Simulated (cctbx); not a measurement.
# DyVPd with cctbx, script by script

Library: cctbx 2025.11. The data are simulated by the first script.

## 1. Simulate the data

run.py:

```python
from cctbx import adptbx, crystal, miller, sgtbx, xray
from cctbx.array_family import flex
from iotbx.shelx import hklf
from scitbx import matrix
import scitbx.random

cs = crystal.symmetry(unit_cell=(7.138, 7.138, 3.4, 90, 90, 120), space_group_symbol='Hall: P -6 -2')  # P-62m
atoms = [  # label, site, U (iso, or U11 U22 U33 U12 U13 U23 in A^2), occupancy
    ("Dy1", (0, 0.5883, 0.5), 0.0124, 1),
    ("Pd1", (2/3, 1/3, 0), 0.0116, 1),
    ("Pd2", (0, 0, 0.5), 0.0117, 0.9),
    ("V1", (0, 0, 0.5), 0.0117, 0.1),
    ("V2", (0, 0.2414, 0), 0.0130, 0.9667),
    ("Pd3", (0, 0.2414, 0), 0.0130, 0.0333),
]
xs = xray.structure(crystal_symmetry=cs)
for label, site, u, occ in atoms:
    u = adptbx.u_cif_as_u_star(cs.unit_cell(), u) if isinstance(u, tuple) else u
    xs.add_scatterer(xray.scatterer(label, site=site, u=u, occupancy=occ))
xs.set_inelastic_form_factors(0.4959, "sasaki")
xs.show_summary()
p1 = xs.expand_to_p1()
ms = miller.build_set(p1, anomalous_flag=True, d_min=0.6)
flex.set_random_seed(980211)
scitbx.random.set_random_seed(980211)
ms = ms.select(flex.random_double(ms.size()) < 0.7)
i = ms.structure_factors_from_scatterers(p1, algorithm="direct").f_calc().as_intensity_array().data()
i = i / flex.sqrt(1 + 0.1 * i / flex.max(i))  # extinction
i = i * 70000 / flex.max(i)
sig = flex.sqrt(i + flex.pow2(0.06 * i) + 8 ** 2)
noise = scitbx.random.variate(scitbx.random.normal_distribution())(i.size())
data = ms.array(data=i + sig * noise, sigmas=sig).set_observation_type_xray_intensity()
with open("data.hkl", "w") as f:
    data.export_as_shelx_hklf(f)
print("reflections written:", data.size(), " <I/sigma> = %.1f" % flex.mean(data.data() / data.sigmas()))
for h, a, b in list(data.sort("data"))[:12]:
    print("%4d%4d%4d %9.1f %7.1f" % (h + (a, b)))
```

```console
$ python run.py
```

```text
Number of scatterers: 6
At special positions: 6
Unit cell: (7.138, 7.138, 3.4, 90, 90, 120)
Space group: P -6 2 m (No. 189)
reflections written: 2039  <I/sigma> = 14.2
   0   0   2   73371.8  4208.3
  -2   2  -1   37035.8  2058.7
   0   2  -1   35859.5  2058.7
   2   0  -1   34988.5  2058.7
   2  -2   1   34715.4  2058.7
  -2   2   1   33966.8  2058.7
   2   0   1   33701.3  2058.7
  -2   0  -1   31232.1  2058.7
   0  -2   1   31210.0  2058.7
  -1   2  -1   29330.9  1651.2
  -3   3   0   29324.0  1691.7
  -1  -1   1   28891.0  1651.2
```

Run time: 0.23 s on 1 thread of Arm Neoverse V2, on a shared host, peak memory 0.07 GiB.

## 2. Refinement

run.py:

```python
import math
from cctbx import adptbx, crystal, maptbx, sgtbx, xray
from cctbx.array_family import flex
from cctbx.xray import observations
from iotbx.shelx import hklf
from scitbx.lstbx import normal_eqns_solving
from smtbx import absolute_structure, utils
from smtbx.refinement import constraints, least_squares

cs = crystal.symmetry(unit_cell=(7.138, 7.138, 3.4, 90, 90, 120), space_group_symbol='Hall: P -6 -2')  # P-62m
atoms = [  # label, site, U (iso, or U11 U22 U33 U12 U13 U23 in A^2), occupancy
    ("Dy1", (0, 0.5883, 0.5), 0.0200, 1),
    ("Pd1", (2/3, 1/3, 0), 0.0200, 1),
    ("Pd2", (0, 0, 0.5), 0.0200, 1),
    ("V2", (0, 0.2414, 0), 0.0200, 1),
]
xs = xray.structure(crystal_symmetry=cs)
for label, site, u, occ in atoms:
    u = adptbx.u_cif_as_u_star(cs.unit_cell(), u) if isinstance(u, tuple) else u
    xs.add_scatterer(xray.scatterer(label, site=site, u=u, occupancy=occ))
xs.set_inelastic_form_factors(0.4959, "sasaki")
xs.convert_to_anisotropic()
raw = hklf.reader(file_name="data.hkl").as_miller_arrays(crystal_symmetry=cs, anomalous=True)[0]
merged = raw.eliminate_sys_absent().merge_equivalents()
fo2 = merged.array().set_observation_type_xray_intensity()
print("Rint %.3f, %d unique reflections to %.2f A" % (merged.r_int(), fo2.size(), fo2.d_min()))
for sc in xs.scatterers():
    sc.flags.set_grad_site(True)
    sc.flags.set_grad_u_aniso(sc.flags.use_u_aniso())
    sc.flags.set_grad_u_iso(sc.flags.use_u_iso())
obs = fo2.as_xray_observations()
extra = {}
rep = constraints.reparametrisation(xs, [], utils.connectivity_table(xs), **extra)
ls = least_squares.crystallographic_ls(obs, rep, weighting_scheme=least_squares.mainstream_shelx_weighting(a=0, b=0))
print("cycle     R1     wR2    GooF  max shift (A)")
for cycle in range(12):
    ls.build_up()
    r1, wr2, goof = ls.r1_factor(cutoff_factor=2)[0], ls.wR2(), ls.goof()
    old = xs.sites_cart()
    normal_eqns_solving.levenberg_marquardt_iterations(ls, n_max_iterations=3, tau=1e-06, step_threshold=1e-7)
    big = flex.max((xs.sites_cart() - old).norms())
    print("%4d %7.4f %7.4f %7.3f %9.5f" % (cycle + 1, r1, wr2, goof, big))
    ls.build_up(objective_only=True)
    if abs(ls.wR2() - wr2) < 5e-5 and big < 5e-4:
        break
ls.build_up()
print("final R1 %.4f wR2 %.4f GooF %.3f  parameters %d  data/parameter %.1f" % (ls.r1_factor(cutoff_factor=2)[0], ls.wR2(), ls.goof(), ls.n_parameters, fo2.size() / ls.n_parameters))
cov = ls.covariance_matrix_and_annotations()
su = dict(zip(cov.annotations, (math.sqrt(max(v, 0)) for v in cov.matrix.matrix_packed_u_diagonal())))
a2 = cs.unit_cell().reciprocal_parameters()[0] ** -2
print("atom        x        y        z      Ueq    occ   su(xyz)  su(Uiso or U11)")
for sc in xs.scatterers():
    s = max(su.get(sc.label + k, 0) for k in (".x", ".y", ".z"))
    npd = "" if sc.is_positive_definite_u(cs.unit_cell()) else "  NPD"
    print("%-5s %8.5f %8.5f %8.5f %8.4f %6.3f %8.5f %7.4f%s" % ((sc.label,) + sc.site + (sc.u_iso_or_equiv(cs.unit_cell()), sc.occupancy, s, su.get(sc.label + ".uiso", su.get(sc.label + ".u11", 0) * a2), npd)))
fo = fo2.f_sq_as_f()
fc = fo.structure_factors_from_scatterers(xs, algorithm="direct").f_calc()
diff = fo.f_obs_minus_f_calc(1 / math.sqrt(ls.scale_factor()), fc).average_bijvoet_mates()
m = diff.fft_map(symmetry_flags=maptbx.use_space_group_symmetry, resolution_factor=0.25).apply_volume_scaling()
print("difference map: max %.2f min %.2f rms %.2f" % (m.statistics().max(), m.statistics().min(), m.statistics().sigma()))
peaks = m.peak_search(parameters=maptbx.peak_search_parameters(min_distance_sym_equiv=0.6, max_clusters=6)).all()
near = xs.closest_distances(peaks.sites(), distance_cutoff=4)
sps = cs.special_position_settings(min_distance_sym_equiv=0.5)
for k, (x, h) in enumerate(zip(peaks.sites(), peaks.heights())):
    ss = sps.site_symmetry(x)
    print("Q%-3d %7.4f %7.4f %7.4f %4d %7.2f  %.2f A from %s" % ((k + 1,) + tuple(t % 1 for t in ss.exact_site()) + (ss.multiplicity(), h, near.smallest_distances[k], xs.scatterers()[near.i_seqs[k]].label)))
```

```console
$ python run.py
```

```text
Rint 0.045, 305 unique reflections to 0.60 A
cycle     R1     wR2    GooF  max shift (A)
   1  0.1045  0.2304   8.349   0.00157
   2  0.0138  0.0370   1.342   0.00000
final R1 0.0138 wR2 0.0370 GooF 1.342  parameters 12  data/parameter 25.4
atom        x        y        z      Ueq    occ   su(xyz)  su(Uiso or U11)
Dy1    0.00000  0.58828  0.50000   0.0122  1.000  0.00004  0.0001
Pd1    0.66667  0.33333  0.00000   0.0115  1.000  0.00000  0.0001
Pd2    0.00000  0.00000  0.50000   0.0132  1.000  0.00000  0.0002
V2     0.00000  0.24162  0.00000   0.0118  1.000  0.00015  0.0004
difference map: max 0.83 min -1.55 rms 0.24
Q1    0.0000  0.2093  0.0896    6    0.83  0.38 A from V2
Q2    0.1906  0.7970  0.1294   12    0.71  1.38 A from V2
Q3    0.1873  0.8054  0.5000    6    0.71  1.45 A from Dy1
Q4    0.0000  0.4292  0.1993    6    0.68  1.50 A from V2
Q5    0.1971  0.6026  0.4098   12    0.55  1.39 A from Dy1
Q6    0.3333  0.6667  0.0000    2    0.54  0.00 A from Pd1
```

Time: 0.37 s.

This run holds a fault made on purpose: disorder ignored: each site full, of its main element.

## 3. Refinement (occupancies of the disordered sites free, main element alone)

run.py, as its changes from the last script of this kind:

```diff
@@ -12,4 +12,4 @@
-    ("Dy1", (0, 0.5883, 0.5), 0.0200, 1),
-    ("Pd1", (2/3, 1/3, 0), 0.0200, 1),
-    ("Pd2", (0, 0, 0.5), 0.0200, 1),
-    ("V2", (0, 0.2414, 0), 0.0200, 1),
+    ("Dy1", (0, 0.58828, 0.5), 0.0120, 1),
+    ("Pd1", (2/3, 1/3, 0), 0.0120, 1),
+    ("Pd2", (0, 0, 0.5), 0.0120, 1),
+    ("V2", (0, 0.24162, 0), 0.0120, 1),
@@ -30,0 +31 @@
+    sc.flags.set_grad_occupancy(sc.label in ('Pd2', 'V2'))
@@ -36 +37 @@
-for cycle in range(12):
+for cycle in range(20):
@@ -55,0 +57,2 @@
+print("su of occupancy Pd2: %.3f" % su["Pd2.occ"])
+print("su of occupancy V2: %.3f" % su["V2.occ"])
```

```console
$ python run.py
```

```text
Rint 0.045, 305 unique reflections to 0.60 A
cycle     R1     wR2    GooF  max shift (A)
   1  0.0173  0.0499   1.813   0.00034
   2  0.0126  0.0304   1.107   0.00019
   3  0.0123  0.0285   1.037   0.00010
   4  0.0123  0.0279   1.016   0.00005
   5  0.0123  0.0278   1.009   0.00002
   6  0.0124  0.0277   1.007   0.00001
final R1 0.0124 wR2 0.0277 GooF 1.006  parameters 14  data/parameter 21.8
atom        x        y        z      Ueq    occ   su(xyz)  su(Uiso or U11)
Dy1    0.00000  0.58831  0.50000   0.0124  1.000  0.00003  0.0001
Pd1    0.66667  0.33333  0.00000   0.0116  1.000  0.00000  0.0001
Pd2    0.00000  0.00000  0.50000   0.0118  0.946  0.00000  0.0002
V2     0.00000  0.24152  0.00000   0.0129  1.035  0.00011  0.0003
su of occupancy Pd2: 0.005
su of occupancy V2: 0.006
difference map: max 0.67 min -0.86 rms 0.22
Q1    0.0000  0.4321  0.1807    6    0.71  1.49 A from V2
Q2    0.1838  0.3663  0.5000    6    0.64  1.49 A from Dy1
Q3    0.0849  0.7869  0.0000    6    0.64  1.36 A from V2
Q4    0.0000  0.4063  0.3522    6    0.63  1.39 A from Dy1
Q5    0.2018  0.3902  0.1356   12    0.61  1.37 A from V2
Q6    0.1134  0.4341  0.5000    6    0.61  1.66 A from Dy1
```

Run time: 0.58 s on 1 thread of Arm Neoverse V2, on a shared host, peak memory 0.09 GiB.

[Logs are printed without paths, hosts, clocks, repeated set-up lines and the standing remarks that a program may print on its own settings, such as how far it seeks lower states.]
